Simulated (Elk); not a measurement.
## Fe3Ge: magneto-optical Kerr spectrum

Aim: the polar Kerr rotation of Fe3Ge from the optical conductivity tensor.

Main program and level: Elk 11.2.3 (patched build); PBEsol; all-electron APW+lo, Dirac cores, scalar-relativistic bands with second-variational spin-orbit coupling.

This is a report of a sequence of runs, with most program output left out.

## (1) Starting point

It takes space group Pm-3m (No. 221, cubic). The conventional cell has a = 3.661 Å, b = 3.661 Å, c = 3.661 Å, α = 90.00°, β = 90.00°, γ = 90.00°. Nearest to Fe lie 4 Ge at 2.59 Å and 8 Fe at 2.59 Å. Ge has 12 Fe at 2.59 Å nearest. Farther neighbours are not listed.

The cell comes from a database of computed structures and need not be the stable phase.

## (2) Self-consistent run

In a ferromagnet the Kerr effect comes from exchange splitting and spin–orbit coupling together. The parallel order is imposed here; no other order was tried.

In this input [001] lies along z, the axis of the moments and of the light.

The last three numbers of an atom's line are a seed field in its sphere. It points against the wanted moment and shrinks by the factor reducebf each loop.

File elk.in:

```
tasks
  0
  15
  33
  73

xctype
  22

rgkmax
  7.0

nempty
  14

swidth
  0.005

reducebf
  0.5

epsengy
  1e-05

maxscl
  100

lmaxi
  3

spinpol
  .true.

spinorb
  .true.

cmagz
  .true.

sppath
  './'

avec
  6.91734346185 0.00000000000 0.00000000000
  0.00000000000 6.91734346185 0.00000000000
  0.00000000000 0.00000000000 6.91734346185

atoms
  2
  'Fe.in'
  3
  0.0000000000 0.5000000000 0.5000000000   0.000000 0.000000 -0.084000
  0.5000000000 0.5000000000 0.0000000000   0.000000 0.000000 -0.084000
  0.5000000000 0.0000000000 0.5000000000   0.000000 0.000000 -0.084000
  'Ge.in'
  1
  0.0000000000 0.0000000000 0.0000000000   0.000000 0.000000 0.000000

ngridk
  8 8 8

plot3d
  0 0 0
  1 0 0
  0 1 0
  0 0 1
  19 19 19
```

Command:

```
OMP_NUM_THREADS=4 elk
```

The job ended after 12 min (4 threads of Arm Neoverse V1, shared host; peak memory 0.41 GiB).

Spin moment in the muffin-tin sphere by atom:

```tsv
atom	spin moment in the muffin-tin sphere (μB)
Fe1	2.21
Fe2	2.21
Fe3	2.21
Ge4	-0.13
```

This step gave:

| Quantity | Value |
| --- | --- |
| density of states at the Fermi level | 3.269 states/eV/cell |
| moment between the spheres | -0.06695 μB |
| magnetization | 6.425 μB |
| final state | ferromagnetic |

After 22 cycles the largest moment stands at 2.21 μB.

Orbital moment <L> in the sphere by atom:

```tsv
atom	x (μB)	y (μB)	z (μB)	size
Fe1	0.0000	0.0000	0.0544	0.0544
Fe2	0.0000	0.0000	0.0598	0.0598
Fe3	0.0000	0.0000	0.0544	0.0544
Ge4	0.0000	0.0000	-0.0012	0.0012
```

## (3) States and momentum matrix elements on a finer mesh

Optical spectra need more k points than the density, so the states are solved once on a finer mesh in the saved potential.

File elk.in:

```
tasks
  1
  120

xctype
  22

rgkmax
  7.0

nempty
  14

swidth
  0.005

reducebf
  0.5

epsengy
  1e-05

maxscl
  1

lmaxi
  3

spinpol
  .true.

spinorb
  .true.

cmagz
  .true.

sppath
  './'

avec
  6.91734346185 0.00000000000 0.00000000000
  0.00000000000 6.91734346185 0.00000000000
  0.00000000000 0.00000000000 6.91734346185

atoms
  2
  'Fe.in'
  3
  0.0000000000 0.5000000000 0.5000000000   0.000000 0.000000 -0.000084
  0.5000000000 0.5000000000 0.0000000000   0.000000 0.000000 -0.000084
  0.5000000000 0.0000000000 0.5000000000   0.000000 0.000000 -0.000084
  'Ge.in'
  1
  0.0000000000 0.0000000000 0.0000000000   0.000000 0.000000 0.000000

ngridk
  11 11 11
```

Command:

```
OMP_NUM_THREADS=4 elk
```

Elapsed: 2.4 min, on 4 threads; peak memory 0.58 GiB.

This step gave:

```
magnetization  : 6.426 μB
largest moment : 2.209 μB
```

## (4) Optics with a broadening of 0.20 eV

The broadening stands for the lifetime of the excited states; it lowers and widens the peaks.

Edit elk.in of step 3 so:

```diff
@@ -1,4 +1,4 @@
 tasks
-  1
-  120
+  121
+  122
 
@@ -14,3 +14,3 @@
 swidth
-  0.005
+  0.0075
 
@@ -23,3 +23,3 @@
 maxscl
-  1
+  100
 
@@ -36,2 +36,5 @@
   .true.
+
+intraband
+  .false.
 
@@ -58 +61,10 @@
   11 11 11
+
+wplot
+  240 100 0
+  0.00000 0.30000
+
+optcomp
+  1 1
+  1 2
+  3 3
```

Command:

```
OMP_NUM_THREADS=4 elk
```

Wall time 1.7 min (4 threads); peak memory 0.04 GiB.

Intraband term left out, so in a metal the low energies lack the Drude part. Polar Kerr angle against photon energy; values in degrees:

```tsv
photon energy (eV)	rotation	ellipticity
0.0	0	0
0.2	0.348	-0.119
0.4	0.418	-0.0456
0.6	0.417	0.0325
0.8	0.400	0.0623
1.0	0.377	0.0868
1.2	0.350	0.113
1.4	0.314	0.0914
1.6	0.320	0.0589
1.8	0.373	0.0629
2.0	0.371	0.0962
2.2	0.395	0.0879
2.4	0.439	0.150
2.6	0.416	0.224
2.8	0.373	0.256
3.0	0.328	0.251
3.2	0.381	0.276
3.4	0.308	0.367
3.6	0.245	0.351
3.8	0.217	0.354
4.0	0.162	0.363
4.2	0.134	0.310
4.4	0.158	0.312
4.6	0.115	0.377
4.8	0.0452	0.323
5.0	0.0461	0.327
5.2	7.9e-4	0.280
5.4	0.0110	0.297
5.6	-0.0400	0.256
5.8	-0.0540	0.248
6.0	-0.0727	0.195
6.2	-0.0648	0.170
6.4	-0.0622	0.166
6.6	-0.0941	0.121
6.8	-0.0621	0.0871
7.0	-0.0520	0.0492
7.2	-0.00836	0.0569
7.4	0.0102	0.0401
7.6	0.0669	0.0865
7.8	0.00365	0.152
8.0	-0.0462	0.118
```

Intraband term left out, so in a metal the low energies lack the Drude part. The optical conductivity by photon energy:

```tsv
photon energy (eV)	Re sigma xx (S/cm)	Im sigma xx (S/cm)	Re sigma xy (S/cm)	Im sigma xy (S/cm)	Re sigma zz (S/cm)	Im sigma zz (S/cm)
0.00	2892	0	-227	0	2939	0
0.25	3088	-770	-206	-31.5	3108	-741
0.50	3338	-1533	-203	-25.3	3342	-1514
0.75	4046	-2345	-225	-27.2	4046	-2332
1.00	5260	-2873	-263	-67.8	5260	-2866
1.25	7203	-2749	-277	-170	7201	-2738
1.50	8409	-538	-187	-243	8404	-528
1.75	7400	1055	-116	-242	7392	1057
2.00	6611	1379	-54.2	-219	6605	1381
2.25	6048	1631	-38.5	-205	6049	1632
2.50	5341	1609	7.04	-187	5337	1608
2.75	5077	1220	17.2	-154	5075	1216
3.00	4989	1028	17.3	-129	4993	1028
3.25	4846	922	19.1	-139	4844	925
3.50	4749	509	30.7	-115	4747	508
3.75	5063	232	27.4	-114	5066	231
4.00	5437	189	43.2	-112	5439	195
4.25	5639	389	41.0	-95.9	5635	391
4.50	5672	372	45.2	-107	5668	373
4.75	6028	373	70.5	-86.4	6024	372
5.00	6352	458	72.7	-86.3	6350	454
5.25	6758	964	78.7	-61.5	6761	960
5.50	6798	1421	97.5	-44.3	6804	1423
5.75	6702	1860	88.3	-24.6	6703	1861
6.00	6689	2229	74.7	-0.210	6687	2230
6.25	6572	2650	61.5	5.72	6570	2652
6.50	6236	3116	55.7	20.4	6236	3118
6.75	5684	3435	27.4	19.7	5681	3434
7.00	5163	3283	13.0	13.5	5163	3282
7.25	4914	3127	13.7	1.94	4913	3126
7.50	4597	2889	9.83	-9.48	4598	2890
7.75	4805	2487	29.5	-10.3	4806	2486
8.00	5059	2576	27.2	5.61	5059	2577
```

## (5) Optics with a broadening of 0.11 eV

Edit elk.in of step 4 so:

```diff
@@ -14,3 +14,3 @@
 swidth
-  0.0075
+  0.004
```

Command:

```
OMP_NUM_THREADS=4 elk
```

Wall time 1.7 min (4 threads); peak memory 0.04 GiB.

Intraband term left out, so in a metal the low energies lack the Drude part. Polar Kerr angle against photon energy; values in degrees:

```tsv
photon energy (eV)	rotation	ellipticity
0.0	0	0
0.5	0.483	0.0384
1.0	0.368	0.100
1.5	0.302	0.0838
2.0	0.368	0.120
2.5	0.474	0.216
3.0	0.256	0.263
3.5	0.237	0.392
4.0	0.146	0.417
4.5	0.237	0.374
5.0	0.0752	0.398
5.5	-0.103	0.346
6.0	-0.0917	0.175
6.5	-0.127	0.198
7.0	-0.107	-6.2e-4
7.5	0.0679	0.00163
8.0	-0.0577	0.0871
```

## (6) Another try

A slip in the input shows what the program catches and what it lets pass.

Edit elk.in of step 2 so:

```diff
@@ -2,5 +2,2 @@
   0
-  15
-  33
-  73
 
@@ -25,3 +22,3 @@
 maxscl
-  100
+  75
 
@@ -59,9 +56,2 @@
 ngridk
-  8 8 8
-
-plot3d
-  0 0 0
-  1 0 0
-  0 1 0
-  0 0 1
-  19 19 19
+  1 1 1
```

Command:

```
OMP_NUM_THREADS=4 elk
```

The job ended after 12 s (4 threads; peak memory 0.34 GiB).

The run converged, but its input is faulty, so its numbers are not to be trusted.

The fault in the input: one k-point for a small cell.

The largest moment is 3.17 μB against 2.21 μB in the first run, and the free energy lies +5.17 eV from it.

A single point can't sample the zone of a small cell; the mesh must follow the cell's size.

## (7) The strongest peak

The largest local extreme of the rotation above 1.5 eV, for majority spin along +z:

```tsv
broadening (eV)	energy (eV)	rotation (°)	ellipticity (°)	rotation at 1.96 eV (°)
0.20	2.42	0.440	0.156	0.374
0.11	3.23	0.485	0.309	0.377
```

## (8) Results

| Property | Result |
| --- | --- |
| net spin moment | 6.42 μB a cell |
| strongest peak above 1.5 eV | 0.44° at 2.4 eV |
| rotation at 1.96 eV | 0.37° |

**Reading.** Above 1.5 eV the rotation peaks at 2.42 eV, with 0.44° for majority spin along +z at a broadening of 0.20 eV. The run's majority spin points along +z; the magnetisation points the other way, and the angle changes sign with it. The intraband (Drude) term is left out, which matters in a metal: most under about 1.5 eV, and higher wherever the diagonal response is small. Which peak is strongest changes with the broadening. These are independent-particle spectra on a 11×11×11 mesh, not shown converged.

[Logs and program files are shortened in this print: banners, set-up blocks, solver, clock and traceback lines can be left out without a mark of their own.]

[Logs are printed without paths, hosts, clocks, repeated set-up lines and the standing remarks that a program may print on its own settings, such as how far it seeks lower states.]

[Hosts, paths, dates, database ids (printed as entryN), source tags and the programs' standing remarks are cut or masked in the printed files.]

[Where a cell is said to come from a database of computed structures, the database is the Materials Project.]
